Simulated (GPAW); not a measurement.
Two runs for the O K edge of atom 2 in MnO2 (P-3m1). Run A: GPAW, LDA + U (Mn 3.9 eV), full core hole (charged cell), 12-atom cell with 5.4 Å between holes, 4×4×4 k points, dipole transitions, Gaussian full width 0.9 eV up to 4 eV, rising linearly to 3.5 eV at 25 eV. Run B differs in one choice.

Energy from the lowest empty level; intensity scaled to a mean of 1 over the first 20 eV:

| E (eV) | A | B |
| --- | --- | --- |
| -2.0 | 0.00 | 0.00 |
| -1.5 | 0.00 | 0.00 |
| -1.0 | 0.01 | 0.01 |
| -0.5 | 0.27 | 0.25 |
| 0.0 | 1.42 | 1.43 |
| 0.5 | 2.26 | 2.67 |
| 1.0 | 1.62 | 2.27 |
| 1.5 | 1.23 | 1.25 |
| 2.0 | 1.06 | 0.67 |
| 2.5 | 0.97 | 1.09 |
| 3.0 | 1.45 | 1.53 |
| 3.5 | 1.03 | 0.67 |
| 4.0 | 0.22 | 0.09 |
| 4.5 | 0.02 | 0.00 |
| 5.0 | 0.00 | 0.00 |
| 5.5 | 0.00 | 0.00 |
| 6.0 | 0.01 | 0.01 |
| 6.5 | 0.04 | 0.03 |
| 7.0 | 0.09 | 0.07 |
| 7.5 | 0.18 | 0.15 |
| 8.0 | 0.33 | 0.30 |
| 8.5 | 0.53 | 0.50 |
| 9.0 | 0.79 | 0.75 |
| 9.5 | 1.09 | 1.01 |
| 10.0 | 1.33 | 1.20 |
| 10.5 | 1.49 | 1.32 |
| 11.0 | 1.61 | 1.42 |
| 11.5 | 1.72 | 1.55 |
| 12.0 | 1.84 | 1.69 |
| 12.5 | 1.95 | 1.79 |
| 13.0 | 2.01 | 1.81 |
| 13.5 | 2.02 | 1.75 |
| 14.0 | 1.95 | 1.70 |
| 14.5 | 1.79 | 1.70 |
| 15.0 | 1.55 | 1.71 |
| 15.5 | 1.28 | 1.64 |
| 16.0 | 1.05 | 1.47 |
| 16.5 | 0.87 | 1.21 |
| 17.0 | 0.74 | 0.97 |
| 17.5 | 0.64 | 0.77 |
| 18.0 | 0.57 | 0.63 |
| 18.5 | 0.53 | 0.54 |
| 19.0 | 0.52 | 0.48 |
| 19.5 | 0.53 | 0.47 |
| 20.0 | 0.53 | 0.47 |
| 20.5 | 0.54 | 0.49 |
| 21.0 | 0.54 | 0.52 |
| 21.5 | 0.54 | 0.54 |
| 22.0 | 0.54 | 0.56 |
| 22.5 | 0.55 | 0.57 |
| 23.0 | 0.55 | 0.57 |
| 23.5 | 0.55 | 0.57 |
| 24.0 | 0.56 | 0.56 |
| 24.5 | 0.56 | 0.56 |
| 25.0 | 0.57 | 0.56 |
| 25.5 | 0.57 | 0.56 |
| 26.0 | 0.56 | 0.56 |
| 26.5 | 0.56 | 0.56 |
| 27.0 | 0.55 | 0.55 |
| 27.5 | 0.54 | 0.54 |
| 28.0 | 0.54 | 0.53 |
| 28.5 | 0.55 | 0.52 |
| 29.0 | 0.57 | 0.52 |
| 29.5 | 0.60 | 0.52 |
| 30.0 | 0.64 | 0.53 |
| 30.5 | 0.69 | 0.55 |
| 31.0 | 0.74 | 0.58 |
| 31.5 | 0.80 | 0.62 |
| 32.0 | 0.86 | 0.66 |

Question: What was changed?
a) the k mesh of the field
b) the volume of the cell
c) the plane-wave cutoff
d) the size of the supercell

(b): run B changes the volume scale from 1 to 0.91. Against the first run the r.m.s. difference is 17 %. The highest intensity below 16 eV goes from 0.5 eV (2.26) to 0.6 eV (2.73). Other settings could leave a like mark; this is the one that was changed.

[Hosts, paths, dates, database ids (printed as entryN), source tags and the programs' standing remarks are cut or masked in the printed files.]

[Lists of maxima count a maximum above −3 eV only where it reaches 4 % of the highest in the window and stands out from its surroundings by 2 % of it (1.5 % where it reaches 55 %); shoulders and weaker maxima are passed over, and of the rest the first, up to two pre-edge ones and the few strongest are named.]
